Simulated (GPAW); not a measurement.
# H2 in line between two Sn chains: relaxation, then transmission at several levels, part 2 of 2

How well does H2 in line between two Sn chains conduct once its atoms have relaxed, and how much do cheaper levels lose?

GPAW 26.7.0; GPAW LCAO, PAW setups; relaxation of the junction within the symmetry of its start, lead ends held (the session's first sound run).

So far, transmission at the Fermi level (one spin): step 3 (GPAW, dzp, PBE, GPAW) 1.15; step 4 (basis szp(dzp), PBE, GPAW) 1.14; step 5 (basis sz(dzp), PBE, GPAW) 1.12; step 6 (revPBE) 1.13.

## (7) Without the relaxation: geometry = "as built"

Level of this step: GPAW LCAO, PAW setups; Landauer transmission from Green's functions with principal layers (ASE), zero bias (GPAW).

The dzp basis with PBE on the structure as first built shows what the relaxation was worth.

Input file run.py:

```python
import json
import numpy as np
from ase import Atoms
from ase.transport.calculators import TransportCalculator
from gpaw import GPAW, FermiDirac
from gpaw.lcao.tools import get_lcao_hamiltonian
from scipy.linalg import eigh

# The junction with lead layers at both ends, along the third cell vector
device = Atoms(
    ['Sn', 'Sn', 'Sn', 'Sn', 'Sn', 'Sn', 'H', 'H', 'Sn', 'Sn', 'Sn', 'Sn', 'Sn', 'Sn'],
    positions=[
        [4.50000, 4.50000, 1.37500],
        [4.50000, 4.50000, 4.12500],
        [4.50000, 4.50000, 6.87500],
        [4.50000, 4.50000, 9.62500],
        [4.50000, 4.50000, 12.37500],
        [4.50000, 4.50000, 15.12500],
        [4.50000, 4.50000, 16.73840],
        [4.50000, 4.50000, 17.58840],
        [4.50000, 4.50000, 19.20180],
        [4.50000, 4.50000, 21.95180],
        [4.50000, 4.50000, 24.70180],
        [4.50000, 4.50000, 27.45180],
        [4.50000, 4.50000, 30.20180],
        [4.50000, 4.50000, 32.95180]],
    cell=[[9.0, 0.0, 0.0], [0.0, 9.0, 0.0], [0.0, 0.0, 34.3268]],
    pbc=True)

# One principal layer of the lead: the first 3 atoms of the device
lead = Atoms(
    ['Sn', 'Sn', 'Sn'],
    positions=[
        [4.50000, 4.50000, 1.37500],
        [4.50000, 4.50000, 4.12500],
        [4.50000, 4.50000, 6.87500]],
    cell=[[9.0, 0.0, 0.0], [0.0, 9.0, 0.0], [0.0, 0.0, 8.25]],
    pbc=True)

settings = dict(mode='lcao', basis='dzp', xc='PBE', h=0.2,
                occupations=FermiDirac(0.1), maxiter=250,
                mixer=dict(beta=0.1, nmaxold=8, weight=100.0),
                convergence=dict(density=0.0001))
energies = np.arange(-2, 2 + 1e-9, 0.025)
eta = 0.0001
n1, n2 = 1, 1
# k and -k transmit alike, so half of the mesh across the current serves
mesh = [(i, j) for i in range(n1) for j in range(n2) if (i, j) <= (-i % n1, -j % n2)]
weights = np.array([1 if (i, j) == (-i % n1, -j % n2) else 2 for i, j in mesh]) / (n1 * n2)

# [... helper functions left out ...]
fermi_lead = ground_state(lead, (1, 1, 14), 'lead.txt')
fermi_device = ground_state(device, (1, 1, 3), 'device.txt')
# [... loop over the mesh left out, but for ...]
        # Shift the lead onto the potential of the device's first layer
        shift = ((H[:, 0, 0] - H0[:, 0, 0]) / S0[0, 0]).real.mean()
# [...]
kT = 8.617333e-5 * 300
bias = [0.1, 0.2, 0.5, 1.0, 1.5, 2.0]
# [... integrals and printing left out ...]
```

Command:

```bash
$ OMP_NUM_THREADS=1 OPENBLAS_NUM_THREADS=1 python run.py
```

The log of the run:

```text
basis functions: device 286, principal layer 69
Fermi level: lead -2.9469 eV, device -2.9268 eV; lead shifted by -0.0003 eV
largest coupling past the next layer 3.84e-07 eV, largest misfit of the first layer 0.037 eV
  E-E_F (eV)   T (one spin)  [channel counts left out]
    -2.000    9.9548e-01
    -1.975    9.9601e-01
    -1.950    9.9649e-01
[...]
1.975    1.4101e+00
     2.000    1.4054e+00
conductance at 300 K: 2.006 G0 a cell; thermopower 0.5801 uV/K
current from the zero-bias T(E) at 0.1 V: 15.523 uA
current from the zero-bias T(E) at 0.2 V: 30.933 uA
current from the zero-bias T(E) at 0.5 V: 75.534 uA
current from the zero-bias T(E) at 1.0 V: 141.96 uA
current from the zero-bias T(E) at 1.5 V: 198.53 uA
current from the zero-bias T(E) at 2.0 V: 247.53 uA
```

Run time: 92 s. Hardware: 1 thread of Arm Neoverse V1, shared host; peak memory 1.1 GiB.

This step gave:

```yaml
conductance: 2.006 G₀
largest_coupling_past_the_next_principal_layer: 3.84e-7 eV
largest_misfit_of_the_first_principal_layer: 0.03713 eV
shift_that_aligns_the_lead: -3.16e-4 eV
transmission_at_the_fermi_level_one_spin: 2.013
```

The conductance, 2.01 G₀, lies 75 % above that of the dzp run.

## (8) The ladder

Times are for 1 thread of Arm Neoverse V1, shared host. The series side by side:

| no. | run | conductance (G₀) | time | memory (GiB) |
| --- | --- | --- | --- | --- |
| 1 | dzp | 1.145 | 1.7 min | 1.1 |
| 2 | szp | 1.143 | 96 s | 1.1 |
| 3 | sz | 1.116 | 69 s | 1.0 |
| 4 | dzp revPBE | 1.133 | 1.9 min | 1.1 |
| 5 | asbuilt | 2.006 | 92 s | 1.1 |

## (9) The levels side by side

The curves are compared point by point over the common energies.

This step: comparison of transmission and cost over codes, levels and geometry (GPAW 26.7.0).

Ladder, by row:

| step | code | T at the Fermi level (sum over the listed spins) | conductance (G0) | r.m.s. T(E) from the first | wall time (s) | peak memory (GiB) | threads |
| --- | --- | --- | --- | --- | --- | --- | --- |
| dzp | GPAW | 1.146 | 1.145 | 0 | 104.4 | 1.12 | 1 |
| szp | GPAW | 1.144 | 1.143 | 0.01788 | 96.23 | 1.1 | 1 |
| sz | GPAW | 1.117 | 1.116 | 0.0391 | 68.6 | 1.01 | 1 |
| dzp-revPBE | GPAW | 1.134 | 1.133 | 0.007416 | 112.2 | 1.13 | 1 |
| asbuilt | GPAW | 2.013 | 2.006 | 0.4719 | 91.97 | 1.13 | 1 |

Transmission, zone mean, sum over the listed spins against energy, zero at the Fermi level:

| energy (eV) | dzp | szp | sz | dzp-revPBE | asbuilt |
| --- | --- | --- | --- | --- | --- |
| -2.0000 | 0.995 | 0.995 | 0.997 | 0.995 | 0.995 |
| -1.7500 | 0.998 | 0.998 | 0.998 | 0.998 | 0.999 |
| -1.5000 | 0.999 | 0.999 | 0.999 | 0.999 | 0.999 |
| -1.2500 | 0.999 | 0.998 | 0.998 | 0.999 | 0.999 |
| -1.0000 | 0.998 | 0.997 | 0.997 | 0.998 | 0.998 |
| -0.7500 | 1.14 | 1.12 | 1.13 | 1.13 | 1.13 |
| -0.6750 | 1.14 | 1.15 | 1.14 | 1.13 | 1.27 |
| -0.5000 | 1.13 | 1.14 | 1.12 | 1.12 | 1.54 |
| -0.2500 | 1.14 | 1.15 | 1.12 | 1.13 | 1.87 |
| -0.1250 | 1.15 | 1.15 | 1.13 | 1.14 | 1.98 |
| -0.1000 | 1.15 | 1.15 | 1.13 | 1.14 | 2.00 |
| 0.0000 | 1.15 | 1.14 | 1.12 | 1.13 | 2.01 |
| 0.2500 | 1.09 | 1.08 | 1.06 | 1.08 | 1.83 |
| 0.5000 | 1.03 | 1.03 | 1.01 | 1.03 | 1.63 |
| 0.7500 | 1.01 | 0.997 | 0.983 | 1.00 | 1.53 |
| 1.0000 | 0.996 | 0.981 | 0.964 | 0.988 | 1.49 |
| 1.2500 | 0.994 | 0.975 | 0.952 | 0.986 | 1.48 |
| 1.5000 | 1.00 | 0.975 | 0.944 | 0.992 | 1.47 |
| 1.7500 | 1.02 | 0.984 | 0.941 | 1.01 | 1.45 |
| 2.0000 | 1.05 | 1.00 | 0.944 | 1.04 | 1.41 |

## (10) Outcome

```
conductance                                        : 1.14 G₀
transmission at the Fermi level, mean of the spins : 1.15
thermopower                                        : about 0 (under 1.5 μV/K)
open channels of the lead there                    : 3
```

In the dzp basis the junction conducts 1.14 G₀ at 300 K, with T = 1.15 a spin at the Fermi level; the sz basis reaches that conductance within 10 %. Relaxation moved atoms by up to 0.24 Å and took the conductance from 2.01 to 1.14 G₀, as a ratio a larger change than the step from dzp to the minimal basis. The scatterer reflects about 62 % of the incoming channels at the Fermi level. At the Fermi level the three most open eigenchannels pass 0.97, 0.087 and 0.087. Measured against the first run (dzp), the nearest curve is that of dzp-revPBE (r.m.s. 0.0074) and the farthest that of asbuilt (0.47). Over the compared runs wall time goes from 69 s (sz) to 112 s (dzp-revPBE), on a shared host. The leads kept an estimated spacing and the cell its length, so the junction may be under some tension or compression. The geometry comes from the orbital basis, which tends to overbind, and kept the symmetry of the start, so a structure of lower symmetry may lie lower. Spin-orbit coupling is left out, which matters for the heavy atoms here. An evenly spaced straight chain is an idealisation: free chains tend to dimerise, zigzag or, where a band edge lies near the Fermi level, turn magnetic. The currents use the zero-bias T(E) throughout, which holds only while the bias is small against the distance to the nearest feature.

[Logs are printed without paths, hosts, clocks, repeated set-up lines and the standing remarks that a program may print on its own settings, such as how far it seeks lower states.]

[Hosts, paths, dates, database ids (printed as entryN), source tags and the programs' standing remarks are cut or masked in the printed files.]
